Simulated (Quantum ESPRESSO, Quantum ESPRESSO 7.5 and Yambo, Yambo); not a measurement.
**ZrSe3 (P2_1/m): Bethe-Salpeter spectra with Yambo**

Wanted: excitons and ε₂ of ZrSe3 (P2_1/m), with cost.

Main program and level: Quantum ESPRESSO 7.5 and Yambo 5.3.0; PBEsol and many-body steps on it, plane waves.

## Step 1: Starting point

It takes space group P2_1/m (No. 11, monoclinic). Conventional cell: a = 5.411 Å, b = 3.749 Å, c = 9.444 Å, α = 90.00°, β = 97.48°, γ = 90.00°. Nearest to Zr lie 8 Se at 2.72 to 2.87 Å. Se has 4 Zr at 2.72 to 2.87 Å nearest. Se has 1 Se at 2.34 Å and 2 Zr at 2.73 Å nearest. Nearest to Se lie 1 Se at 2.34 Å and 2 Zr at 2.74 Å. Farther neighbours and most contacts between anions are not listed.

The cell and positions come from the Crystallography Open Database and are kept as given unless a step says otherwise.

## Step 2: Empty states on the mesh, 2×4×2 mesh, 236 bands

This step: Quantum ESPRESSO 7.5; DFT, PBEsol, plane waves, norm-conserving pseudopotentials.

The sums over transitions need many empty states on a uniform mesh; this step solves for them.

Input file pw.in:

```
&control
  calculation = 'nscf'
  prefix = 'x'
  outdir = 'o'
  pseudo_dir = 'pseudo'
/
&system
  ibrav = 0
  nat = 8
  ntyp = 2
  ecutwfc = 104.0
  nbnd = 236
  force_symmorphic = .true.
/
&electrons
  conv_thr = 1e-9
  electron_maxstep = 80
  diago_full_acc = .true.
  diago_thr_init = 5e-6
/
ATOMIC_SPECIES
  Zr 91.224 Zr.upf
  Se 78.971 Se.upf
CELL_PARAMETERS angstrom
  5.4109000000 -0.0000000000 -0.0000000000
  -0.0000000000 3.7488000000 0.0000000000
  -1.2294209091 0.0000000000 9.3636349901
ATOMIC_POSITIONS crystal
  Zr 0.2850000000 0.2500000000 0.6560000000
  Zr 0.7150000000 0.7500000000 0.3440000000
  Se 0.7620000000 0.2500000000 0.5540000000
  Se 0.2380000000 0.7500000000 0.4460000000
  Se 0.4560000000 0.2500000000 0.1740000000
  Se 0.5440000000 0.7500000000 0.8260000000
  Se 0.8880000000 0.2500000000 0.1690000000
  Se 0.1120000000 0.7500000000 0.8310000000
K_POINTS automatic
  2 4 2 0 0 0
```

Run with:

```sh
$ OMP_NUM_THREADS=1 mpirun -n 8 pw.x -nk 4 -in pw.in > pw.out
```

What it wrote:

```text
Program PWSCF v.7.5 starts

     This program is part of the open-source Quantum ESPRESSO suite
     for quantum simulation of materials; please cite
         "P. Giannozzi et al., J. Phys.:Condens. Matter 21 395502 (2009);
         "P. Giannozzi et al., J. Phys.:Condens. Matter 29 465901 (2017);
         "P. Giannozzi et al., J. Chem. Phys. 152 154105 (2020);
     in publications or presentations arising from this work. More details at

     Atomic positions and unit cell read from directory:
     o/x.save/

     Message from routine setup:
[...]
6.3942   6.7318   7.1761   7.6777   7.8281   8.7232   8.8591   9.0417
     [... 18 further rows ...]
    50.8740  51.1668  51.2227  51.5438  51.5854  51.7372  52.4071  52.4465
    52.6174  52.9332  53.0618  53.2353

          k = 0.0000 0.3608-0.2889 ( 22962 PWs)   bands (ev):

     [... further k-points ...]

     highest occupied, lowest unoccupied level (ev):    10.5070   10.8367

     XML data file, pseudopotentials, collected wavefunctions

=------------------------------------------------------------------------------=
   JOB DONE.
=------------------------------------------------------------------------------=
```

It took 2.1 min on 8 MPI ranks of Arm Neoverse V2, shared host; peak memory 2.5 GiB.

This step gave:

```
gap                                                           : 0.3297 eV
k of the valence top                                          : 0, 0, 0
k of the conduction bottom                                    : -0.5, 0, 0
least direct gap                                              : 0.6027 eV
k points computed                                             : 12
lowest point of the top converged band, above the valence top : 41.98 eV
```

On this mesh the gap is 0.330 eV.

The density comes from a self-consistent run that is not shown.

## Step 3: Conversion and set-up

This step: Yambo 5.3.0; conversion and set-up on PBEsol, plane waves, norm-conserving pseudopotentials.

The states are converted to the many-body program's format and the q mesh is built.

Run with:

```sh
$ (cd o/x.save; p2y > p2y.log; mv SAVE ../..); yambo > setup.log
```

What it wrote:

```text
 Yambo, version 5.3.0

 [02] CORE Variables Setup
 =========================

  [02.01] Unit cells
  ==================

  Cell kind             :  Unknown
  Atoms in the cell     :  Zr  Se
  number of Zr atoms    :  2
  number of Se atoms    :   6

  List of atomic masses
  Mass of Zr    :  91.22400
  Mass of Se    :  78.97100

  List of atomic coordinates    : [cc]
  Zr1       :   1.39009   1.77105  11.60773  order 1
  Zr2       :  6.511756  5.313154  6.086979  order 2
  Se1       :  6.504450  1.771051  9.802867  order 3
  Se2       :  1.397400  5.313154  7.891839  order 4
[...]
K/Q-points units:
 rlu = crystal or reduced units; cc = cartesian coordinates; iku = interal k-units

 Q [ 1]         [rlu]:  0.000000  0.000000  0.000000
 Q [ 2]         [rlu]: -0.49964E-17   0.0000     -0.50000
 Q [ 3]         [rlu]:  0.000000  0.250000  0.000000
[...]
Q [ 8]         [rlu]:  0.500000  0.000000 -0.500000
 Q [ 9]         [rlu]: -0.50000      0.25000      0.59754E-16
 Q [10]         [rlu]:  0.500000  0.250000 -0.500000
 Q [11]         [rlu]: -0.50000     -0.50000      0.59754E-16
 Q [12]         [rlu]:  0.500000  0.500000 -0.500000

  [03.01] X indexes
  =================

   [03.01.01] Sigma indexes
   ========================

 [06] Game Over & Game summary
```

Wall time 4.7 s (1 MPI rank); peak memory 0.28 GiB.

## Step 4: Screening and self-energy, 2×4×2 mesh, 236 bands, screening to 95.2 eV

Now the one-shot GW correction: screening in the RPA, then the self-energy of the levels asked for.

This step: G0W0 on PBEsol, plane waves, norm-conserving pseudopotentials.

Input file gw1.in:

```
HF_and_locXC
gw0
dyson
ppa
em1d
rim_cut
RandQpts= 1000000
RandGvec= 1 RL
EXXRLvcs= 104 Ry
VXCRLvcs= 416 Ry
Chimod= "HARTREE"
% BndsRnXp
 1 | 236 |
%
NGsBlkXp= 7 Ry
% LongDrXp
 1 | 1 | 1 |
%
% GbndRnge
 1 | 236 |
%
DysSolver= "n"
ExtendOut
PPAPntXp= 27.21138 eV
% QPkrange
 1 | 1 | 83 | 86 |
 7 | 7 | 83 | 86 |
 2 | 2 | 83 | 86 |
%
```

Run with:

```sh
$ OMP_NUM_THREADS=2 mpirun -n 4 yambo -F gw1.in -J gw1 -C gw1 > gw1.log
```

What it wrote:

```text
 Yambo, version 5.3.0

 [02] CORE Variables Setup
 =========================

  [... cell, symmetries and grids as in the set-up ...]

  [02.05] Energies & Occupations
  ==============================

  [X] === General ===
  [X] Electronic Temperature                        :  0.000000  0.000000 [eV K]
  [X] Bosonic    Temperature                        :  0.000000  0.000000 [eV K]
  [X] Finite Temperature mode                       : no
  [X] El. density                                   :  0.88451E+24 [cm-3]
[...]
QP @ state[ 1 ] b range                          :   83   86
   QP @ state[ 2 ] K range                          :   7   7
   QP @ state[ 2 ] b range                          :   83   86
   GF energies kind                                 : Perdew, Burke & Ernzerhof SOL(X)+Perdew, Burke & Ernzerhof SOL(C)
   GF WF`s kind                                     : Perdew, Burke & Ernzerhof SOL(X)+Perdew, Burke & Ernzerhof SOL(C)
   Xs energies kind                                 : Perdew, Burke & Ernzerhof SOL(X)+Perdew, Burke & Ernzerhof SOL(C)
   Xs WF`s kind                                     : Perdew, Burke & Ernzerhof SOL(X)+Perdew, Burke & Ernzerhof SOL(C)

 [11] Game Over & Game summary
```

Run time: 11 min. Hardware: 4 MPI ranks; peak memory 14 GiB.

Numbers from this step:

```
G0W0 gap on the points computed              : 0.9189 eV
starting gap on the mesh                     : 0.3297 eV
k of the valence top                         : 0, 0, 0
k of the conduction bottom                   : -0.5, 0, 0
least direct G0W0 gap on the computed points : 1.221 eV
```

The gap on the mesh goes from 0.33 eV to 0.92 eV, a correction of +0.59 eV.

The gap opens by 0.589 eV; the next steps shift the empty bands rigidly by 0.618 eV, the correction at the start's least direct gap. The exciton steps add spin-orbit coupling, which this shift does not hold.

## Step 5: Empty states on the mesh, 2×4×2 mesh, 256 bands

This step: Quantum ESPRESSO 7.5; DFT, PBEsol with spin-orbit coupling, plane waves, norm-conserving pseudopotentials.

pw.in: that of step 2 with these lines changed.

```diff
@@ -11,4 +11,6 @@
   ecutwfc = 104.0
-  nbnd = 236
+  nbnd = 256
   force_symmorphic = .true.
+  noncolin = .true.
+  lspinorb = .true.
 /
```

Run with:

```sh
$ OMP_NUM_THREADS=1 mpirun -n 8 pw.x -nk 4 -in pw.in > pw.out
```

What it wrote:

```text
[banner, memory and clock lines left out]
Program PWSCF v.7.5 starts

     Atomic positions and unit cell read from directory:
     o/x.save/

     Message from routine setup:
     using ibrav=0 with symmetry is DISCOURAGED, use correct ibrav instead

     bravais-lattice index     =            0
     lattice parameter (alat)  =      10.2251  a.u.
     unit-cell volume          =    1281.7486 (a.u.)^3
     number of atoms/cell      =            8
     number of atomic types    =            2
     number of electrons       =       168.00
[...]
k = 0.0000 0.3608 0.0000 ( 22961 PWs)   bands (ev):

[...]
-134.7864-134.7864-134.7864-134.7864-134.7709-134.7709-134.7709-134.7709
  -134.0788-134.0788-134.0788-134.0788-134.0663-134.0663-134.0663-134.0663
[...]
[... 20 further rows ...]
    24.9789  24.9789  25.2370  25.2370  25.3589  25.3589  26.6138  26.6138
    26.6676  26.6676  26.7601  26.7601  27.4431  27.4432  27.6259  27.6260

          k = 0.0000 0.3608-0.2889 ( 22962 PWs)   bands (ev):

     [... further k-points ...]

     highest occupied, lowest unoccupied level (ev):    10.5866   10.8570

     XML data file, pseudopotentials, collected wavefunctions
```

It took 3.9 min on 8 MPI ranks; peak memory 4.7 GiB.

Numbers from this step:

- gap: 0.2704 eV
- k of the valence top: 0, 0, 0
- k of the conduction bottom: -0.5, 0, 0
- least direct gap: 0.5108 eV
- k points computed: 12
- lowest point of the top converged band, above the valence top: 15.71 eV

On this mesh the gap is 0.270 eV.

The density comes from a self-consistent run that is not shown, made with spin-orbit coupling and fully relativistic files.

## Step 6: Conversion and set-up

This step: Yambo 5.3.0; conversion and set-up on PBEsol with spin-orbit coupling, plane waves, norm-conserving pseudopotentials.

Run with:

```sh
$ (cd o/x.save; p2y > p2y.log; mv SAVE ../..); yambo > setup.log
```

What it wrote:

```text
 Yambo, version 5.3.0

 [02] CORE Variables Setup
 =========================

  [02.01] Unit cells
  ==================

  Cell kind             :  Unknown
  Atoms in the cell     :  Zr  Se
  number of Zr atoms    :  2
  number of Se atoms    :   6

  List of atomic masses
  Mass of Zr    :  91.22400
  Mass of Se    :  78.97100

  List of atomic coordinates    : [cc]
  Zr1       :   1.39009   1.77105  11.60773  order 1
  Zr2       :  6.511756  5.313154  6.086979  order 2
  Se1       :  6.504450  1.771051  9.802867  order 3
  Se2       :  1.397400  5.313154  7.891839  order 4
[...]
K/Q-points units:
 rlu = crystal or reduced units; cc = cartesian coordinates; iku = interal k-units

 Q [ 1]         [rlu]:  0.000000  0.000000  0.000000
 Q [ 2]         [rlu]: -0.49964E-17   0.0000     -0.50000
 Q [ 3]         [rlu]:  0.000000  0.250000  0.000000
[...]
Q [ 8]         [rlu]:  0.500000  0.000000 -0.500000
 Q [ 9]         [rlu]: -0.50000      0.25000      0.59754E-16
 Q [10]         [rlu]:  0.500000  0.250000 -0.500000
 Q [11]         [rlu]: -0.50000     -0.50000      0.59754E-16
 Q [12]         [rlu]:  0.500000  0.500000 -0.500000

  [03.01] X indexes
  =================

   [03.01.01] Sigma indexes
   ========================

 [06] Game Over & Game summary
```

Wall time 6.9 s (1 MPI rank); peak memory 0.28 GiB.

(Part 1 of 2 ends here.)

[Paths, hosts, dates, memory and timing lines, banners, echoed tables and standing remarks are left out of the program output.]

[Logs are printed without paths, hosts, clocks, repeated set-up lines and the standing remarks that a program may print on its own settings, such as how far it seeks lower states.]

[Runs of the session that timed out or met a known fault of the program may be left out.]

[Hosts, paths, dates, database ids (printed as entryN), source tags and the programs' standing remarks are cut or masked in the printed files.]
